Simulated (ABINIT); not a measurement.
An input for ABINIT 10.8.3 (SiC (Moissanite)):

```
acell 3*1.0 Angstrom
rprim 
  3.075999999976 0.000000000005 0.000000000000
  -1.537999999993 2.663894142018 0.000000000000
  0.000000000000 0.000000000000 5.048000000000
ntypat 2
znucl 14 6
natom 4
typat 1 1 2 2
xred 
  0.333333333333 0.666666666667 0.000000000000
  0.666666666667 0.333333333333 0.500000000000
  0.333333333333 0.666666666667 0.385000000000
  0.666666666667 0.333333333333 0.885000000000
pp_dirpath "pseudos"
pseudos "Si.upf, C.upf"
ecut 37
ngkpt 6 6 4
nshiftk 1
shiftk 0 0 0
kptopt 1
chksymbreak 0
istwfk *1
occopt 1
irdwfk 1
optdriver 3
nband 39
ecuteps 4.8
inclvkb 2
awtr 1
symchi 1
indata_prefix "in"
outdata_prefix "out"
tmpdata_prefix "tmp"
```

```sh
OMP_NUM_THREADS=1 mpirun -n 4 abinit run.abi > log
```

Q: How long will it take on 4 MPI ranks of Arm Neoverse V1, shared host, and how much memory?

It took 31 s; on shared hardware allow 16 s to 62 s. Peak host memory was 0.68 GiB.

[Paths, hosts, dates, memory and timing lines, banners, echoed tables and standing remarks are left out of the program output.]

[Logs are printed without paths, hosts, clocks, repeated set-up lines and the standing remarks that a program may print on its own settings, such as how far it seeks lower states.]

[Runs of the session that timed out or met a known fault of the program may be left out.]

[No measured gap is set beside runs whose start may be inverted or whose files or cutoffs have a known fault.]

[Hosts, paths, dates, database ids (printed as entryN), source tags and the programs' standing remarks are cut or masked in the printed files.]

[G0W0 gaps are taken among the corrected bands and points alone; a level outside them can change the order at an edge.]

[Where Ansatz stands beside ABINIT at settings called matched, ABINIT's density can come from a denser mesh and the files from another edition; pairs whose starting gaps differed by over 0.03 eV were left out, so agreement reads better than it is.]
